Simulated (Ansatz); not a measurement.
# From PBE to G0W0: GaN (P6_3mc)

Aim: the quasiparticle gap of GaN (P6_3mc), starting from PBE.

Method: PBE, then G0W0 on it, plane waves, PAW, in Ansatz 0.2.0.

The database entry behind the starting cell has ideal inner coordinates that were not refined, so it need not match the best structure at ambient conditions.

## 1. The starting structure

Symmetry: P6_3mc, No. 186, hexagonal system. The conventional cell has a = 3.190 Å, b = 3.190 Å, c = 5.189 Å, α = 90.00°, β = 90.00°, γ = 120.00°. Nearest to Ga lie 4 N at 1.95 Å. N has 4 Ga at 1.95 Å nearest. Farther neighbours and most contacts between anions are not listed.

Coordinates:

```cif
data_structure
_symmetry_space_group_name_H-M 'P 1'
_symmetry_Int_Tables_number 1
_cell_length_a 3.1900
_cell_length_b 3.1900
_cell_length_c 5.1890
_cell_angle_alpha 90.000
_cell_angle_beta 90.000
_cell_angle_gamma 120.000
_cell_volume 45.73
loop_
_atom_site_label
_atom_site_type_symbol
_atom_site_fract_x
_atom_site_fract_y
_atom_site_fract_z
_atom_site_occupancy
Ga1 Ga 0.66667 0.33333 0.00000 1
Ga2 Ga 0.33333 0.66667 0.50000 1
N3 N 0.66667 0.33333 0.37500 1
N4 N 0.33333 0.66667 0.87500 1
```

The cell and positions come from the Crystallography Open Database and are kept as given unless a step says otherwise.

## 2. Bands along the symmetry lines

Levels along a band path and on the mesh show where this functional puts the band edges.

This step: DFT, PBE, plane waves, PAW; PAW set soft_1.

The input, input.yaml:

```yaml
crystal:
  lattice:
    - [3.19, 0.0, 0.0]
    - [-1.595, 2.7626210381, 0.0]
    - [0.0, 0.0, 5.189]
  atoms:
    - { symbol: Ga, position: [0.6666666667, 0.3333333333, 0.0] }
    - { symbol: Ga, position: [0.3333333333, 0.6666666667, 0.5] }
    - { symbol: "N", position: [0.6666666667, 0.3333333333, 0.375] }
    - { symbol: "N", position: [0.3333333333, 0.6666666667, 0.875] }
kpoints:
  mp_grid: { grid: [12, 12, 4] }
  band_path:
    path:
      - [[0.0, 0.0, 0.0], [0.5, 0.0, 0.0], [0.33333333, 0.33333333, 0.0], [0.0, 0.0, 0.0], [0.0, 0.0, 0.5], [0.5, 0.0, 0.5], [0.33333333, 0.33333333, 0.5], [0.0, 0.0, 0.5]]
      - [[0.5, 0.0, 0.5], [0.5, 0.0, 0.0]]
      - [[0.33333333, 0.33333333, 0.5], [0.33333333, 0.33333333, 0.0]]
    npoints: 10
hamiltonian:
  xc: pbe
  pseudopotentials: { kind: paw, azcp: { folder: soft_1 } }
scf:
  occupations: { method: fermi_dirac, width: 0.02 }
  n_extra_bands: 5
output:
  eigenvalues: true
  write_density: true
  write_potential: true
  elf: true
  volumetric_format: npy
```

Run with:

```console
$ ansatz run input.yaml --threads 3 --pin off --max-ram 92160MiB --backend cuda --events-out ev --progress --plain --runs-dir out --devices 1 --max-vram 13GiB
```

Numbers of over 12 decimals in the logs are rounded to 6 here.

The log of the run:

```text
scf.n_extra_bands = 5 over 18 filled bands (N_el = 36.0): the run solves 23 bands
GPUs: using 1 of 1 available (devices: 1).
Engine: ansatz 0.2.0, x86_64-unknown-linux-gnu
Pseudopotentials: kind: paw
Pseudopotential: Ga, paw, valence charge 13, recommended cutoff 420 eV (normal), soft_1/Ga.paw.azcp
Pseudopotential: N, paw, valence charge 5, recommended cutoff 420 eV (normal), soft_1/N.paw.azcp
Functional definition: PBE
  parameter kappa = 0.804
  parameter beta = 0.066725
  exchange = pbe_x(kappa = kappa, mu = beta*pi^2/3)
  correlation = pbe_c(beta = beta)
device memory: the entry about to start is reckoned to put 1.6 GiB on a device that reports 57.3 GiB free (of which the cap on the GPU budget leaves the run 13.0 GiB)
GPU FFT provider: cuFFT
GPU libraries: cuBLAS 13.8.2, cuFFT 12.4.0, cuSOLVER 12.3.4
Crystal: 4 atoms, lattice volume = 45.729 Å³
Basis set: ecut = 420 eV, 917 PW (Γ)
Bands: 23, of which v1, the nominal top of the filled ones, is band 18 counted from 1 (17 counted from 0)
Symmetry: 12 space group operations
Space group: P63mc (ITA 186), of the structure as read, at distance tolerance 3.6e-5 Å
k-points: 57 of 576 (time reversal used)
Non-local potential: Ga, projectors of the file, l = 0: 2, l = 1: 2, l = 2: 3, l = 3: 1
Non-local potential: N, projectors of the file, l = 0: 2, l = 1: 2, l = 2: 1
PAW form: soft (Blöchl's): semilocal exchange-correlation on the pseudo side does not see the compensation charge
PAW one-centre angular grid: Ga, 590 points (default); XC on 64 Gauss nodes
PAW one-centre angular grid: N, 110 points (default); XC on 64 Gauss nodes
Initial density: superposition of atomic densities (chi_scale 0.1, normalization cell, long waves kept (reshape's long-wave potential 0.00 eV rms))
Initial wavefunctions: pseudopotential atomic-orbital guess
GPU buffer pool allocated for 20736 grid points (all kernels)
GPU transforms: local potential and band sums: pruned to the plane-wave sphere, on 24×24×36
Functional: x = pbe(κ = 0.804, μ = 0.219515), c = pbe(β = 0.066725)
SCF iter   1: F=—  HF=-8337.205093 eV  |F-HF|=—  |Δ(HF+E_count)|=         —  Δρ=1.13e-1  dr2=5.08e0  ethr=3.10e-3  ⟨swp⟩=4.5  Hψ=5353  notcnv=0
preconditioner: auto → Resta (q_TF=auto, 2.622 Å⁻¹)  ε∞=4.5  [insulator: Δε(μ)=2.712 eV  Ē_g=17.498 eV  σ=0.020 eV  W_gap=1.00  n_scr=22 (ndim 8)  ℏωp=32.9 eV  f_vac=0.000  D(μ)=0.00/eV (n_scr^D=0)  ε∞_Penn≈4.5]
SCF iter   2: F=—  HF=-8335.919950 eV  |F-HF|=—  |Δ(HF+E_count)|=    1.29e0  Δρ=4.67e-2  dr2=5.25e-1  ethr=3.10e-3  ⟨swp⟩=2.1  Hψ=3019  notcnv=0  defer=57
SCF iter   3: F=—  HF=-8335.838156 eV  |F-HF|=—  |Δ(HF+E_count)|=   8.18e-2  Δρ=1.84e-2  dr2=1.11e-1  ethr=1.46e-3  ⟨swp⟩=2.0  Hψ=1742  notcnv=0  defer=57
SCF iter   4: F=—  HF=-8335.825288 eV  |F-HF|=—  |Δ(HF+E_count)|=   1.29e-2  Δρ=3.23e-3  dr2=5.81e-3  ethr=3.07e-4  ⟨swp⟩=3.0  Hψ=2503  notcnv=0  defer=57
SCF iter   5: F=—  HF=-8335.823698 eV  |F-HF|=—  |Δ(HF+E_count)|=   1.59e-3  Δρ=2.73e-3  dr2=2.05e-3  ethr=1.61e-5  ⟨swp⟩=2.0  Hψ=2499  notcnv=0  defer=57
SCF iter   6: F=—  HF=-8335.825226 eV  |F-HF|=—  |Δ(HF+E_count)|=   1.53e-3  Δρ=6.55e-4  dr2=1.58e-4  ethr=5.70e-6  ⟨swp⟩=2.9  Hψ=2507  notcnv=0  defer=57
SCF iter   7: F=—  HF=-8335.825226 eV  |F-HF|=—  |Δ(HF+E_count)|=   4.67e-8  Δρ=1.01e-4  dr2=5.69e-6  ethr=4.39e-7  ⟨swp⟩=2.0  Hψ=2271  notcnv=0  defer=57
SCF iter   8: F=—  HF=-8335.825375 eV  |F-HF|=—  |Δ(HF+E_count)|=   1.49e-4  Δρ=1.57e-5  dr2=8.92e-8  ethr=2.78e-10  ⟨swp⟩=6.1  Hψ=5903  notcnv=0
SCF iter   9: F=-8335.825376 eV  HF=-8335.825376 eV  |F-HF|=2.70e-9  |Δ(HF+E_count)|=   1.34e-7  Δρ=2.32e-6  dr2=2.62e-9  ethr=2.48e-10  ⟨swp⟩=1.9  Hψ=4391  notcnv=0
SCF 1 converged in 9 iterations: F = -8335.825376 eV  dr2 = 2.62e-9
  greatest PAW one-centre occupation: 0.995 electrons in one spin orbital (limit 2), on the Ga atom at site 0 (counted from 0), in its partial waves of l = 2
device memory: the entry about to start is reckoned to put 1.8 GiB on a device that reports 57.6 GiB free (of which the cap on the GPU budget leaves the run 13.0 GiB)
NSCF: frozen V_eff on 93 k-points, pencils in batches of 32, up to order 104
SCF converged after 9 iterations
Free energy (F): -8335.825376 eV
Harris-Foulkes:  -8335.825376 eV  (|F-HF|=2.70e-9)
Internal energy: -8335.825376 eV  (E = F + TS)
E sigma→0 (E₀):  -8335.825376 eV
Fermi energy:    10.631931 eV
--- Per-component energies (eV) ---
  E_band       = -10.905783
  E_kinetic    = 481.900885
  E_local      = -2834.593477  (includes V_loc(G=0)·N_el)
  E_nonlocal   = -109.350450
  E_hartree    = 1792.767056
  E_xc         = -244.720264
  E_vxc        = -261.998631  (∫ρ·V_xc dr)
  E_paw        = -4249.322089  (= ΣΔE_a)
  E_vpaw       = -872.400560  (= ΣTr[D̂ρ^β])
  E_aug_tail   = 0.001510  (compensation charges beyond the density's cutoff)
  E_ewald      = -3172.508547
  E_smearing   = -0.000000  (= −TS)
  E_closure    = 0.000000  (closes the sum)
  Σ components = -8335.825376   (vs F -8335.825376, Δ=0.00e0)
--- Band table (eV; the first three rows and the last of 57) ---
  k-point 0: bands = [... 14 lower, 8.6338, 9.6139, 9.6777, 9.6777, 11.5692, 13.9216, 18.8619, 19.5625, ... 1 higher]
  k-point 1: bands = [... 14 lower, 8.7802, 8.7802, 9.5181, 9.5181, 12.7663, 14.0254, 18.4748, 19.2399, ... 1 higher]
  k-point 2: bands = [... 14 lower, 9.1425, 9.1425, 9.1425, 9.1425, 13.9043, 13.9043, 18.1593, 18.1593, ... 1 higher]
  k-point 56: bands = [... 14 lower, 5.5074, 5.5074, 8.1860, 8.1860, 16.0941, 16.0941, 16.9758, 16.9758, ... 1 higher]
```

The job ended after 7.5 s (1 × NVIDIA H100 80GB HBM3 (shared by 6 runs) with 3 threads of AMD EPYC 7R13 (Zen 3), shared host; peak memory 0.91 GiB).

Reading the cycles: dr2 is the Hartree energy of the density residual (eV), the measure of convergence; HF is the Harris–Foulkes estimate of the energy, which meets the free energy F at convergence.

This step gave:

```
filled bands         : 18
gap                  : 1.891 eV
valence top at       : Γ
conduction bottom at : Γ
least direct gap     : 1.891 eV
```

Over mesh and path the gap is 1.891 eV, direct, at k = Γ.

Electronic bands along the path, in eV, zero at the top of the highest nominally filled band:

```csv
point,band 15,band 16,band 17,band 18,band 19,band 20,band 21,band 22
Γ,-1.04,-0.06,0.00,0.00,1.89,4.24,9.18,9.88
halfway,-2.86,-1.99,-0.74,-0.49,4.27,5.92,7.36,8.52
M,-4.22,-2.74,-2.23,-0.98,5.06,5.54,6.04,8.58
halfway,-4.24,-3.53,-2.39,-1.86,5.59,6.59,6.61,8.42
K,-5.26,-3.00,-3.00,-2.69,5.13,7.78,7.78,8.40
halfway,-3.67,-2.40,-1.01,-0.92,4.91,6.85,7.27,7.64
Γ,-1.04,-0.06,0.00,0.00,1.89,4.24,9.18,9.88
halfway,-0.90,-0.90,-0.16,-0.16,3.09,4.35,8.80,9.56
A,-0.54,-0.54,-0.54,-0.54,4.23,4.23,8.48,8.48
halfway,-2.08,-2.08,-1.29,-1.29,5.22,5.22,7.63,7.63
L,-1.93,-1.93,-1.91,-1.91,4.39,4.39,7.77,7.77
halfway,-3.19,-3.19,-1.60,-1.60,5.35,5.35,8.09,8.09
H,-4.17,-4.17,-1.49,-1.49,6.42,6.42,7.30,7.30
halfway,-2.11,-2.11,-1.81,-1.81,5.65,5.65,7.64,7.64
A,-0.54,-0.54,-0.54,-0.54,4.23,4.23,8.48,8.48
jump to L,-1.93,-1.93,-1.91,-1.91,4.39,4.39,7.77,7.77
halfway,-3.31,-2.51,-1.71,-1.28,4.29,5.09,7.54,7.83
M,-4.22,-2.74,-2.23,-0.98,5.06,5.54,6.04,8.58
jump to H,-4.17,-4.17,-1.49,-1.49,6.42,6.42,7.30,7.30
halfway,-4.97,-3.19,-2.20,-2.20,5.88,7.18,7.18,8.18
K,-5.26,-3.00,-3.00,-2.69,5.13,7.78,7.78,8.40
```

Electrostatic potential energy in the ac plane at fractional y = 0.333, with atoms of Ga and N within 0.2 Å of it. With pseudopotentials it is smooth inside the atoms' cores, unlike the true potential.

Ten even steps from '_' (-32 eV) to '@' (40 eV):
```
++++****++++====##@@@@@@@@%%++==
++++++++++++====++%%@@@@%%**====
++++++++++++++====++****++====++
++****++++++++++============++++
**************++++++======++++++
****************++++++++++++****
********************++++********
********************************
++++++++++++********************
++++++++++++++****************++
++++======++++++**************++
++========++++++++++++++++++++++
++========++++++++==----==++++++
++========++++++==::____..--++++
++++====++++++==::________..==++
++++++++++++++==..__________--++
++++++++++++++==::________..==++
**************++--..______::++++
**************++++--::::::==++**
**************++++++====++++++**
**************++++++======++++++
++**********++++============++++
++********++++====++****++====++
++++******++====++%%@@@@%%**====
++++****++++====##@@@@@@@@%%++==
++++****++++==++##@@@@@@@@%%++==
```
Columns run along a (3.2 Å; values clipped at the 3rd and 97th percentile), rows up along c (5.2 Å). Atoms in or near the plane, at fractional coordinates: Ga at (0.67, 0.00), N at (0.67, 0.38).

Valence density in the ac plane at fractional y = 0.333, with atoms of Ga and N within 0.2 Å of it. It is the smooth field of the valence electrons, not physical close to the nuclei.

Ten steps, logarithmic in the rise over the least value, from '_' (0 e/Å³) to '@' (44 e/Å³):
```
..............::==**%%@@##++::..
................::==****++--....
..................::----::::....
..............__............____
____......______________________
________________________________
________________________________
________________________________
________________________________
________________________________
________________________________
____......____................__
..................::::::::::....
..............::::----==--::::..
....______....::--========--::..
..________....::--==========::..
..__________..::--========--::..
____________....::--======--::..
______________..::--------::....
______________....::::::::....__
________________......::....____
________________............____
______________....::----::::..__
______________..::==****++--....
____________..::==**%%@@##++::..
..__________..::==##@@@@%%++::..
```
Columns run along a (3.2 Å), rows up along c (5.2 Å). Atoms in or near the plane, at fractional coordinates: Ga at (0.67, 0.00), N at (0.67, 0.38).

(Part 1 of 2 ends here.)

[Paths, hosts, dates, memory and timing lines, banners, echoed tables and standing remarks are left out of the program output.]

[Logs are printed without paths, hosts, clocks, repeated set-up lines and the standing remarks that a program may print on its own settings, such as how far it seeks lower states.]

[Runs of the session that timed out or met a known fault of the program may be left out.]

[Cells called generated may have been cut or substituted from an entry of the Crystallography Open Database or the Materials Project.]

[Hosts, paths, dates, database ids (printed as entryN), source tags and the programs' standing remarks are cut or masked in the printed files.]

[Where an RPA ε∞ is given, it is that of the G0W0 mesh and is not shown converged in it. Names of k-points follow the symmetry that the program found, which can be lower than the space group named. Band edges on a path are those of the sampled points; other points can move an edge, and change direct to indirect where valleys lie close.]

[Hybrid gaps are those of their k-mesh and are not shown converged in it.]
